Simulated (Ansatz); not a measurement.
# WC (Qusongite, P-6m2): modes against biaxial strain in the (0001) plane, that of a and b

Wanted: the shifts of the zone-centre modes of WC (Qusongite, P-6m2) with strain.

Program: Ansatz 0.2.0. Level of theory: DFT LDA, scalar-relativistic, plane waves, PAW; PAW set soft_1. Results are calculated unless marked as measured.

## Step 1: Starting point

It takes space group P-6m2 (No. 187, hexagonal). Conventional cell: a = 2.907 Å, b = 2.907 Å, c = 2.837 Å, α = 90.00°, β = 90.00°, γ = 120.00°. Nearest to C lie 6 W at 2.20 Å. Nearest to W lie 6 C at 2.20 Å. Farther neighbours are not listed.

## Step 2: A rough relaxation first

The start is far from rest, so a relaxation with loose tolerances brings it close first.

Input file input.yaml:

```yaml
crystal:
  lattice:
    - [2.9065, 0.0, 0.0]
    - [-1.45325, 2.5171028361, 0.0]
    - [0.0, 0.0, 2.8366]
  atoms:
    - { symbol: C, position: [0.66666667, 0.33333333, 0.5] }
    - { symbol: W, position: [0.0, 0.0, 0.0] }
kpoints:
  mp_grid: { grid: [9, 9, 8] }
hamiltonian:
  xc: lda
  pseudopotentials: { kind: paw, azcp: { folder: soft_1 }, xc_functional: pbe }
scf:
  occupations: { method: gaussian, width: 0.1 }
output:
  forces: true
  stress: true
  eigenvalues: true
relax:
  adjacent_minimum: "off"
  f_tol: 0.05
  max_steps: 80
  cell: { stress_tol: 0.5 }
```

Run with:

```bash
ansatz run input.yaml --threads 4 --pin off --max-ram 10240MiB --backend cpu --events-out ev --progress --plain --runs-dir out
```

Numbers of over 12 decimals in the logs are rounded to 6 here.

Output:

```text
The last accepted step is kept in <dir> (removed where the run ends without a failure and the disk answers)
Engine: ansatz 0.2.0, aarch64-unknown-linux-gnu
Pseudopotentials: kind: paw
Pseudopotential: C, paw, valence charge 4, recommended cutoff 420 eV (normal), soft_1/C.paw.azcp
Pseudopotential: W, paw, valence charge 14, recommended cutoff 420 eV (normal), soft_1/W.paw.azcp
Functional definition: SPW92
[...]
F+E_penalty+E_count = -10374.18099310 eV   max|allowed force component| = 2.035e-16 eV/Å   (the final SCF, on the basis selected at the relaxed cell)
  cell:  # Å, volume = 20.2668 Å³
    - [2.885386, -2.3440942720232214e-18, 0]
    - [-1.442693, 2.498818, 0]
    - [0, 0, 2.810914]
  atoms:
    - { symbol: C, position: [0.666667, 0.333333, 0.5] }
    - { symbol: W, position: [1.850371700815422e-17, -1.8503717008154228e-17, 0.0] }
[key lines of the parts left out:]
SCF converged after 7 iterations
Free energy (F): -10374.180993 eV
Fermi energy:    20.667942 eV
P = ⅓ Tr σ = -0.0437 GPa (-0.437 kbar)
```

Wall time 2.9 s (4 threads of Arm Neoverse V2, shared host); peak memory 0.31 GiB.

Relaxation path:

```csv
step,energy less that of the first step (eV),largest force component (eV/Å),pressure (GPa),volume (Å³)
1,0.0000,0.0000,-9.67,20.75
2,-0.0114,0.0000,5.68,20.00
3,-0.0154,0.0000,-0.11,20.28
4,-0.0159,0.0000,-0.22,20.28
5,-0.0159,0.0000,0.00,20.27
6*,-0.0152,0.0000,-0.04,20.27
```

Relaxation steps marked * repeat the geometry before them on a plane-wave basis chosen anew for their cell, so energy and pressure can jump there.

Forces are held to the 12 operations that the run works with; a distortion that breaks them can't arise in this run.

```csv
"conventional cell, symmetrised",before,after,change
a (Å),2.907,2.885,-0.7 %
b (Å),2.907,2.885,-0.7 %
c (Å),2.837,2.811,-0.9 %
volume (Å³/atom),10.38,10.13,-2.3 %
```

Final coordinates:

```xyz
2
Lattice="2.8854 0.0000 0.0000 -1.4427 2.4988 0.0000 0.0000 0.0000 2.8109" Properties=species:S:1:pos:R:3 pbc="T T T"
C     1.4427    0.8329    1.4055
W     0.0000    0.0000    0.0000
```

This step gave:

```yaml
pressure: -0.04369 GPa
volume_per_atom: 10.13 Å³
gap_on_the_k_mesh: 0 eV
```

In this step the volume went from 10.38 to 10.13 Å³/atom.

## Step 3: Bringing the structure to rest

Harmonic phonons are second derivatives at a point where the forces vanish, and they are wanted at zero stress, so atoms and cell are relaxed first.

input.yaml, the sections that differ from step 2:

```yaml
crystal:
  lattice:
    - [2.8853862758, 0.0, 0.0]
    - [-1.4426931379, 2.4988178146, 0.0]
    - [0.0, 0.0, 2.810914281]
  atoms:
    - { symbol: C, position: [0.6666666667, 0.3333333333, 0.5] }
    - { symbol: W, position: [0.0, 0.0, 0.0] }
kpoints:
  mp_grid: { grid: [18, 18, 14] }
output:
  forces: true
  stress: true
  eigenvalues: true
  write_density: true
  write_potential: true
  elf: true
  volumetric_format: npy
relax:
  adjacent_minimum: "off"
  f_tol: 0.005
  max_steps: 80
  cell: { stress_tol: 0.05 }
# hamiltonian, scf: as in step 2
```

Output:

```text
[...]
Crystal: 2 atoms, lattice volume = 20.267 Å³
Basis set: ecut = 420 eV, 405 PW (Γ)
Bands: 13, of which v1, the nominal top of the filled ones, is band 9 counted from 1 (8 counted from 0)
Symmetry: 12 space group operations
[...]
k-points: 296 of 4536 (time reversal used)
[...]
SCF iter   1: F=—  HF=-10375.429495 eV  |F-HF|=—  |Δ(HF+E_count)|=         —  Δρ=1.34e-1  dr2=4.85e0  ethr=3.10e-3  ⟨swp⟩=5.0  Hψ=18447  notcnv=0
[...]
SCF iter   6: F=-10374.181219 eV  HF=-10374.181219 eV  |F-HF|=2.84e-8  |Δ(HF+E_count)|=   2.90e-8  Δρ=2.25e-5  dr2=5.72e-8  ethr=5.56e-10  ⟨swp⟩=9.9  Hψ=27464  notcnv=0
SCF 1 converged in 6 iterations: F = -10374.181219 eV  dr2 = 5.72e-8
[...]
relax step   1: F+E_penalty+E_count = -10374.18121946 eV  Δ(F+E_penalty+E_count) = +0.000e0 eV  max|allowed force component| = 1.353e-16 eV/Å  Δτ_max = 0.0000 Å  P = -0.087 GPa  Ω = 20.267 Å³  (6 SCF iters, dr2 threshold 1.00e-7 eV, accepted)
Crystal: 2 atoms, lattice volume = 20.245 Å³
[...]
SCF iter   6: F=-10374.181070 eV  HF=-10374.181070 eV  |F-HF|=3.64e-12  |Δ(HF+E_count)|=    0.00e0  Δρ=3.90e-8  dr2=1.85e-13  ethr=1.00e-12  ⟨swp⟩=4.0  Hψ=15661  notcnv=0
SCF 2 converged in 6 iterations: F = -10374.181070 eV  dr2 = 1.85e-13
relax step   2: F+E_penalty+E_count = -10374.18106959 eV  Δ(F+E_penalty+E_count) = +1.499e-4 eV  max|allowed force component| = 2.128e-16 eV/Å  Δτ_max = 0.0000 Å  P = +0.212 GPa  Ω = 20.245 Å³  energy of the carried Pulay correction = +3.216e-5 eV  (6 SCF iters, dr2 threshold 2.00e-7 eV, rejected (line search))
Crystal: 2 atoms, lattice volume = 20.260 Å³
[...]
SCF iter   6: F=-10374.181277 eV  HF=-10374.181277 eV  |F-HF|=3.64e-12  |Δ(HF+E_count)|=  1.82e-12  Δρ=2.35e-8  dr2=7.99e-14  ethr=1.00e-12  ⟨swp⟩=4.0  Hψ=15287  notcnv=0
SCF 3 converged in 6 iterations: F = -10374.181277 eV  dr2 = 7.99e-14
relax step   3: F+E_penalty+E_count = -10374.18127715 eV  Δ(F+E_penalty+E_count) = -5.768e-5 eV  max|allowed force component| = 3.331e-16 eV/Å  Δτ_max = 0.0000 Å  P = -0.001 GPa  Ω = 20.260 Å³  energy of the carried Pulay correction = +9.566e-6 eV  (6 SCF iters, accepted)
[...]
SCF iter   1: F=—  HF=-10374.181274 eV  |F-HF|=—  |Δ(HF+E_count)|=         —  Δρ=3.02e-6  dr2=2.17e-10  ethr=2.69e-8  ⟨swp⟩=3.2  Hψ=29778  notcnv=0
eigensolver tolerance schedule: the retry pair's looser diagonalisation over-reported the residual by 22250.27 of it (diagonalisation noise at 0.24 of the residual, at the tolerance the schedule requests for it); recorded, not acted on — ethr = c·dr2/N_el stays at c = 1.0e-1
[...]
SCF iter   2: F=—  HF=-10374.181275 eV  |F-HF|=—  |Δ(HF+E_count)|=   6.67e-7  Δρ=1.52e-6  dr2=5.66e-11  ethr=1.21e-12  ⟨swp⟩=3.0  Hψ=8526  notcnv=0
[...]
SCF iter   7: F=-10374.181275 eV  HF=-10374.181275 eV  |F-HF|=1.82e-12  |Δ(HF+E_count)|=  1.82e-12  Δρ=5.96e-10  dr2=7.88e-17  ethr=1.00e-12  ⟨swp⟩=2.0  Hψ=11540  notcnv=0
SCF 4 converged in 7 iterations: F = -10374.181275 eV  dr2 = 7.88e-17
relax step   4: F+E_penalty+E_count = -10374.18127451 eV  Δ(F+E_penalty+E_count) = +2.636e-6 eV  max|allowed force component| = 2.776e-16 eV/Å  Δτ_max = 0.0000 Å  P = -0.001 GPa  Ω = 20.260 Å³  stress off target by 2.97e-3 GPa  SCF on the basis re-selected at this cell (its energy is not comparable with the rows above)  (7 SCF iters)
[...]
SCF converged after 7 iterations
Free energy (F): -10374.181275 eV
[...]
Internal energy: -10374.180071 eV  (E = F + TS)
E sigma→0 (E₀):  -10374.180673 eV
Entropy (-TS):   -0.001203 eV (-0.602 meV/atom)
Fermi energy:    20.689374 eV
[...]
--- Stress (GPa, compression-positive) ---
       -0.002967       0.000000       0.000000
        0.000000      -0.002967      -0.000000
        0.000000      -0.000000       0.002327
  P = ⅓ Tr σ = -0.0012 GPa (-0.012 kbar)
--- Band table (eV; the first three rows and the last of 296) ---
  k-point 0: bands = [... 5 lower, 16.2230, 17.2289, 17.2289, 20.7954, 23.9732, 23.9732, 26.4012, 26.4012]
  k-point 1: bands = [... 5 lower, 16.1737, 17.2873, 17.2873, 20.7733, 23.5142, 23.5142, 26.6781, 26.6781]
  k-point 2: bands = [... 5 lower, 15.9439, 17.4565, 17.4565, 20.8497, 22.6111, 22.6111, 26.9938, 26.9938]
  k-point 295: bands = [... 5 lower, 13.2548, 15.2170, 19.1342, 20.0204, 25.2016, 27.3605, 28.4842, 30.0390]
--- Relaxed structure (3 steps of the walk, 2 accepted, 1 SCFs on fresh bases) ---
[...]
cell:  # Å, volume = 20.2602 Å³
    - [2.883910, 0, 0]
    - [-1.441955, 2.497540, 0]
    - [0, 0, 2.812871]
  atoms:
    - { symbol: C, position: [0.666667, 0.333333, 0.500000] }
    - { symbol: W, position: [-3.700743415524895e-17, 0, 0] }
```

Run time: 7.6 s. Hardware: 4 threads; peak memory 0.41 GiB; 29 s of CPU time.

Little changed from the start: no atom moved by 0.005 Å and no cell edge by 0.1 %.

Numbers from this step:

```yaml
pressure: -0.001203 GPa
```

Valence density in the ac plane at fractional y = 0.000, with atoms of W within 0.2 Å of it. It is the smooth field of the valence electrons, not physical close to the nuclei.

Ten even steps from '0' (0.4 e/Å³) to '9' (5.8 e/Å³):
```
999620000002699
997410000001479
764200000000246
321000000000012
000000000000000
000000000000000
000000000000000
000000000000000
000000000000000
000000000000000
321000000000012
764200000000246
997410000001479
999620000002699
899620000002699
```
Columns run along a (2.9 Å), rows up along c (2.8 Å). Atoms in or near the plane, at fractional coordinates: W at (0.00, 0.00).

ELF in the ac plane at fractional y = 0.000, with atoms of W within 0.2 Å of it. It is the smooth field of the valence electrons, not physical close to the nuclei.

Ten even steps from '_' (0.01) to '@' (0.73):
```
::==%%@@##----====----##@@%%==
##%%@@%%++::--====--::++%%@@%%
@@@@%%**--::==++++==::--**%%@@
%%##++--::--++****++--::--++##
==----::--++##%%%%##++--::----
::::--==++##%%%%%%%%##++==--::
--====++##%%%%%%%%%%%%##++====
--====++##%%%%%%%%%%%%##++====
::::--==++##%%%%%%%%##++==--::
==----::--++##%%%%##++--::----
%%##++--::--++****++--::--++##
@@@@%%**--::==++++==::--**%%@@
##%%@@%%++::--====--::++%%@@%%
::==%%@@##----====----##@@%%==
__::##@@##==--====--==##@@##::
```
Columns run along a (2.9 Å), rows up along c (2.8 Å). Atoms in or near the plane, at fractional coordinates: W at (0.00, 0.00).

Electrostatic potential energy in the ac plane at fractional y = 0.000, with atoms of W within 0.2 Å of it. With pseudopotentials it is smooth inside the atoms' cores, unlike the true potential.

Ten even steps from '_' (-26 eV) to '@' (20 eV):
```
________--**%%@@@@%%**--______
______..==##@@@@@@@@##==..____
____..--**%%@@@@@@@@%%**--..__
::::--++%%@@@@@@@@@@@@%%++--::
++**##%%@@@@@@@@@@@@@@@@%%##**
%%%%@@@@@@@@@@@@@@@@@@@@@@@@%%
@@@@@@@@@@@@@@@@@@@@@@@@@@@@@@
@@@@@@@@@@@@@@@@@@@@@@@@@@@@@@
%%%%@@@@@@@@@@@@@@@@@@@@@@@@%%
++**##%%@@@@@@@@@@@@@@@@%%##**
::::--++%%@@@@@@@@@@@@%%++--::
____..--**%%@@@@@@@@%%**--..__
______..==##@@@@@@@@##==..____
________--**%%@@@@%%**--______
________::**%%@@@@%%**::______
```
Columns run along a (2.9 Å; values clipped at the 3rd and 97th percentile), rows up along c (2.8 Å). Atoms in or near the plane, at fractional coordinates: W at (0.00, 0.00).

In this step the volume went from 10.13 to 10.13 Å³/atom.

## Step 4: Tight relaxation

Phonons need small forces and stress, so the relaxation is finished with tight tolerances on 18×18×16 k points.

Input file input.yaml:

```yaml
crystal:
  lattice:
    - [2.883910336, 0.0, 0.0]
    - [-1.441955168, 2.4975396132, 0.0]
    - [0.0, 0.0, 2.8128714279]
  atoms:
    - { symbol: C, position: [0.6666666667, 0.3333333333, 0.5] }
    - { symbol: W, position: [0.0, 0.0, 0.0] }
kpoints:
  mp_grid: { grid: [18, 18, 16] }
hamiltonian:
  xc: lda
  pseudopotentials: { kind: paw, azcp: { folder: soft_1 }, xc_functional: pbe }
scf:
  occupations: { method: methfessel_paxton, width: 0.2 }
output:
  forces: true
  stress: true
  eigenvalues: true
relax:
  adjacent_minimum: "off"
  f_tol: 0.001
  max_steps: 60
  cell: { stress_tol: 0.01 }
```

Output:

```text
[...]
Crystal: 2 atoms, lattice volume = 20.260 Å³
Basis set: ecut = 420 eV, 405 PW (Γ)
Bands: 13, of which v1, the nominal top of the filled ones, is band 9 counted from 1 (8 counted from 0)
Symmetry: 12 space group operations
[...]
k-points: 333 of 5184 (time reversal used)
[...]
k-point 332: bands = [... 5 lower, 13.2549, 15.2171, 19.1347, 20.0201, 25.2014, 27.3605, 28.4841, 30.0392]
--- Relaxed structure (3 steps of the walk, 2 accepted, 1 SCFs on fresh bases) ---
[...]
cell:  # Å, volume = 20.2602 Å³
    - [2.883929, 0, 0]
    - [-1.441965, 2.497556, 0]
    - [0, 0, 2.812833]
  atoms:
    - { symbol: C, position: [0.666667, 0.333333, 0.5] }
    - { symbol: W, position: [-3.700743415524894e-17, 0, 0] }
[key lines of the parts left out:]
SCF converged after 3 iterations
Free energy (F): -10374.179923 eV
Fermi energy:    20.680700 eV
P = ⅓ Tr σ = 0.0001 GPa (0.001 kbar)
```

It took 7.5 s on 4 threads; peak memory 0.42 GiB.

Little changed from the start: no atom moved by 0.005 Å and no cell edge by 0.1 %.

Numbers from this step:

```yaml
pressure: 8.71e-5 GPa
```

The forces vanish by symmetry and the pressure is 0.000 GPa, within the tolerances set. The cell now holds 10.13 Å³/atom.

## Step 5: Modes at rest

Phonons follow from the second derivative of the energy, found here by linear response.

The modes at rest are the reference of the series.

input.yaml, the sections that differ from step 4:

```yaml
crystal:
  lattice:
    - [2.8839292824, 0.0, 0.0]
    - [-1.4419646412, 2.4975560213, 0.0]
    - [0.0, 0.0, 2.8128330476]
  atoms:
    - { symbol: C, position: [0.6666666667, 0.3333333333, 0.5] }
    - { symbol: W, position: [0.0, 0.0, 0.0] }
output:
  eigenvalues: true
phonons:
  method: dfpt
# kpoints, hamiltonian, scf: as in step 4
# relax: removed
```

Output:

```text
zone centre: on kpoints.mp_grid the ground state, and the responses unless they are solved on pairs of k-points, stand on 819 of the mesh's 5184 k-points, reduced under 4 symmetry operations, with k and −k counted as one. Each operation leaves every solved displacement unchanged or reverses it
[...]
Crystal: 2 atoms, lattice volume = 20.260 Å³
Basis set: ecut = 420 eV, 405 PW (Γ), exchange–correlation on 40×40×40 points (8 copies of the dense FFT grid, shifted against one another)
Bands: 13, of which v1, the nominal top of the filled ones, is band 9 counted from 1 (8 counted from 0)
Symmetry: 12 space group operations
k-points: 819 of 5184 (irreducible under 4 space group operations, time reversal used)
[...]
SCF iter   1: F=—  HF=-10375.427984 eV  |F-HF|=—  |Δ(HF+E_count)|=         —  Δρ=1.34e-1  dr2=4.85e0  ethr=3.10e-3  ⟨swp⟩=5.0  Hψ=53256  notcnv=0
[...]
SCF iter   9: F=-10374.179924 eV  HF=-10374.179924 eV  |F-HF|=7.28e-12  |Δ(HF+E_count)|=    0.00e0  S|Δr|=    0.00e0  Δρ=5.68e-8  dr2=1.89e-13  ethr=1.00e-12  ⟨swp⟩=5.0  Hψ=40009  notcnv=0
SCF 1 converged in 9 iterations: F = -10374.179924 eV  dr2 = 1.89e-13
[...]
DFPT response loops at Γ: preconditioner auto → Kerker (q_TF=auto, 2.675 Å⁻¹) (partly filled bands, converged f_vac=0.000); β = 1.00, the filter's whole step (`scf.mixing.beta` (0.50) is not read by the response loops under this deck's `scf.mixing.preconditioner`; to damp them name `kerker` or `kerker_dos`, under which they read `scf.mixing.beta`, and type it under 1.00, their step now; both keys bind the ground state too); Broyden in place of MSR1
SCF converged after 9 iterations
[...]
Free energy (F): -10374.179924 eV
[...]
Internal energy: -10374.179749 eV  (E = F + TS)
E sigma→0 (E₀):  -10374.179880 eV
Entropy (-TS):   -0.000175 eV (-0.087 meV/atom)
Fermi energy:    20.680700 eV
[...]
--- Band table (eV; the first three rows and the last of 819) ---
  k-point 0: bands = [... 5 lower, 16.2229, 17.2289, 17.2289, 20.7961, 23.9731, 23.9731, 26.4016, 26.4016]
  k-point 1: bands = [... 5 lower, 16.1866, 17.2736, 17.2736, 20.7767, 23.6096, 23.6096, 26.6265, 26.6265]
  k-point 2: bands = [... 5 lower, 16.0269, 17.4045, 17.4045, 20.8066, 22.8479, 22.8479, 26.9449, 26.9449]
  k-point 818: bands = [... 5 lower, 14.1557, 14.8444, 18.7150, 19.4020, 25.8653, 26.2626, 26.9323, 30.4405]
--- Phonons (Γ-DFPT): 4 representative perturbations + reference, on 819 of 5184 k-points (Σ response iterations 12) ---
  k mesh reduced under 4 symmetry operations, with k and −k counted as one. Each operation leaves every solved displacement unchanged or reverses it
  ASR residual: 4.225e-5 → 0.000e0 eV/Å²; symmetrization residual: 9.805e-7 eV/Å²
  ASR residual per site (eV/Å²): 7.43e-6 4.22e-5
  Γ frequencies (cm⁻¹): 0.00 0.00 0.00 601.32 626.62 626.62
  non-analytic LO–TO correction: not included (Born effective charges unavailable; polar crystals: no LO–TO splitting at Γ)
```

Elapsed: 19 s, on 4 threads; peak memory 0.86 GiB.

The column dr2 measures how far the density is from self-consistency, as an energy; F and HF (Harris–Foulkes) agree once it is small.

This step gave:

```
sum-rule residual before enforcement                    : 4.22e-5 eV/Å²
point group                                             : -6m2
highest optical mode at the zone centre (no LO-TO term) : 626.6 cm⁻¹
lowest optical zone-centre mode                         : 601.3 cm⁻¹
```

Patterns of degenerate modes are one choice out of their space. The modes at Γ (shares of kinetic energy by element, %):

```csv
mode,frequency (cm⁻¹),symmetry,C %,W %
1,0.0,acoustic,6,94
2,0.0,acoustic,6,94
3,0.0,acoustic,6,94
4,601.3,A2'',94,6
5,626.6,E',94,6
6,626.6,E',94,6
```

Displacements in mode 4 (601.3 cm⁻¹), the largest set to 1:
```
C1   0.00  0.00  1.00
W2   0.00  0.00 -0.07
```

Displacements in mode 6 (626.6 cm⁻¹), the largest set to 1:
```
C1   0.00  1.00  0.00
W2   0.00 -0.07  0.00
```

Before it was imposed, the acoustic sum rule was missed by 4.2e-5 eV/Å². Small misses are needed for a sound result but don't prove that mesh and cutoff are converged. The lowest optical mode is real, 601 cm⁻¹.

## Step 6: A member of the series: biaxial strain of +4 % in the (0001) plane, that of a and b

The cell takes a biaxial strain of +4 % in the (0001) plane, that of a and b. The strained lengths are held, while the rest of the cell and the atoms relax.

input.yaml, the sections that differ from step 5:

```yaml
crystal:
  lattice:
    - [2.9992864537, 0.0, 0.0]
    - [-1.4996432268, 2.5974582621, 0.0]
    - [0.0, 0.0, 2.7817381626]
  atoms:
    - { symbol: C, position: [0.6666666667, 0.3333333333, 0.5] }
    - { symbol: W, position: [0.0, 0.0, 0.0] }
output:
  forces: true
  stress: true
  eigenvalues: true
relax:
  adjacent_minimum: "off"
  f_tol: 0.001
  max_steps: 60
  cell: { stress_tol: 0.01, fix: [a, b, gamma] }
# kpoints, hamiltonian, scf: as in step 5
# phonons: removed
```

Output:

```text
[...]
Crystal: 2 atoms, lattice volume = 21.671 Å³
Basis set: ecut = 420 eV, 405 PW (Γ)
Bands: 13, of which v1, the nominal top of the filled ones, is band 9 counted from 1 (8 counted from 0)
Symmetry: 12 space group operations
[...]
k-points: 333 of 5184 (time reversal used)
[...]
k-point 332: bands = [... 5 lower, 12.1848, 13.8668, 17.7634, 18.7284, 23.3088, 24.9258, 26.2712, 28.5685]
--- Relaxed structure (4 steps of the walk, 3 accepted, 1 SCFs on fresh bases) ---
[...]
cell:  # Å, volume = 21.6012 Å³
    - [2.999286, -2.8867544757244566e-11, 0.0]
    - [-1.499643, 2.597458, 0.0]
    - [0.0, 0.0, 2.772752]
  atoms:
    - { symbol: C, position: [0.666667, 0.333333, 0.5] }
    - { symbol: W, position: [-3.700743415524894e-17, 0, 0.0] }
[key lines of the parts left out:]
SCF converged after 4 iterations
Free energy (F): -10374.009329 eV
Fermi energy:    19.223879 eV
P = ⅓ Tr σ = -20.9238 GPa (-209.238 kbar)
```

Elapsed: 10 s, on 4 threads; peak memory 0.43 GiB; 40 s of CPU time.

Relaxation path:

```csv
step,energy less that of the first step (eV),largest force component (eV/Å),pressure (GPa),volume (Å³)
1,0.0000,0.0000,-22.20,21.67
2,-0.0002,0.0000,-19.59,21.53
3,-0.0008,0.0000,-20.93,21.60
4,-0.0008,0.0000,-20.92,21.60
5*,-0.0007,0.0000,-20.92,21.60
```

Relaxation steps marked * repeat the geometry before them on a plane-wave basis chosen anew for their cell, so energy and pressure can jump there. Relaxation step 2 was tried and not accepted.

Forces are held to the 12 operations that the run works with; a distortion that breaks them can't arise in this run.

```csv
"conventional cell, symmetrised",before,after,change
a (Å),2.999,2.999,+0.0 %
b (Å),2.999,2.999,+0.0 %
c (Å),2.782,2.773,-0.3 %
volume (Å³/atom),10.84,10.80,-0.3 %
```

The relaxed structure:

```xyz
2
Lattice="2.9993 0.0000 0.0000 -1.4996 2.5975 0.0000 0.0000 0.0000 2.7728" Properties=species:S:1:pos:R:3 pbc="T T T"
C     1.4996    0.8658    1.3864
W     0.0000    0.0000    0.0000
```

This step gave:

```
pressure        : -20.92 GPa
volume per atom : 10.80 Å³
```

The forces vanish by symmetry.

(Part 1 of 2 ends here.)

[Logs are printed without paths, hosts, clocks, repeated set-up lines and the standing remarks that a program may print on its own settings, such as how far it seeks lower states.]

[Hosts, paths, dates, database ids (printed as entryN), source tags and the programs' standing remarks are cut or masked in the printed files.]
